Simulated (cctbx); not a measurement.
# Symmetry from intensities

Cell: a = 15.0860 Å, b = 10.7110 Å, c = 8.6360 Å, α = 90.00°, β = 90.00°, γ = 90.00°. Expected content of the cell: Pt4 Te8 Se8 K16.

The data are simulated with cctbx, not measured: Ag Kα, λ = 0.56087 Å, to d = 0.75 Å, 50 % of the full sphere, strongest reflection 70000 counts, noise from counting, a 1.5 % proportional error and a noise floor of 2 counts (s.d.); no absorption.

Tests on the unmerged data give:

```text
6950 reflections to d = 0.750 A
centring   violations  <I/sigma> of those
    A       2913 of  3481     21.8
    B       2951 of  3498     22.1
    C       2992 of  3439     23.3
    I       2925 of  3493     21.2
    R       4046 of  4669     22.3
    F       4428 of  5209     22.4
Laue class    unique    Rint  (classes that these axes allow; Friedel mates merged)
P -1             5211   0.014
P 1 2/m 1        3378   0.016
P 1 1 2/m        3377   0.016
P 2/m 1 1        3320   0.016
P m m m          1970   0.018
space group    extra absences  I>4sigma  <I/sigma>
P 2 2 2                 0          0         -  acentric
P 2 2 21                9          0      -0.1  acentric
P 21 2 2                9          0       0.5  acentric
P 2 21 2               10          0       0.1  acentric
P 21 21 2              19          0       0.3  acentric
P 2 21 21              19          0      -0.0  acentric
P 21 2 21              18          0       0.2  acentric
P 21 21 21             28          0       0.1  acentric
P m m 2                 0          0         -  acentric
P 2 m m                 0          0         -  acentric
P m 2 m                 0          0         -  acentric
P 21 m a              230          0       0.1  acentric
P m 2 a               230          0       0.1  acentric
P n m 21              137          0      -0.0  acentric
P n 21 m              137          0      -0.0  acentric
P n 21 a              367          0       0.1  acentric
P m m m                 0          0         -  centric
P m m a               230          0       0.1  centric
P n m m :1            137          0      -0.0  centric
P n m m :2            137          0      -0.0  centric
P n m a               367          0       0.1  centric
Wilson B = 0.69 A^2   <|E^2-1|> = 0.943 (0.968 centric, 0.736 acentric)   E^2>4: 3.8 %
shell (A)         n   <I/sigma>
10.71 - 1.50    281     42.0
 1.50 - 1.19    247     42.7
 1.19 - 1.04    251     40.9
 1.04 - 0.94    245     37.2
 0.94 - 0.88    235     35.0
 0.88 - 0.83    238     36.1
 0.83 - 0.78    234     33.0
 0.78 - 0.75    239     32.5
```

**Question.** What are the lattice type, the Laue class and the likely space group?

Every centring test has many violations, so the lattice is primitive.

Rint stays low (0.014 to 0.018) up to P m m m, the highest class in these axes.

21 settings pass the absence test. The most absences obeyed, 367, belong to P n 21 a and P n m a, which absences can't tell apart.

⟨|E²−1|⟩ = 0.943 leans to a centrosymmetric structure. The Wilson B of 0.69 Å² means U ≈ 0.0087 Å².

The true group is Pnma (no. 62), Laue class mmm, centrosymmetric. The tables only narrow the choice to the tied entries; cell content, site symmetry and trial solutions must settle it.

The model was made for the exercise: a known structure type with other elements put in, its volume estimated, not relaxed; displacement parameters are assumed.

[Logs are printed without paths, hosts, clocks, repeated set-up lines and the standing remarks that a program may print on its own settings, such as how far it seeks lower states.]
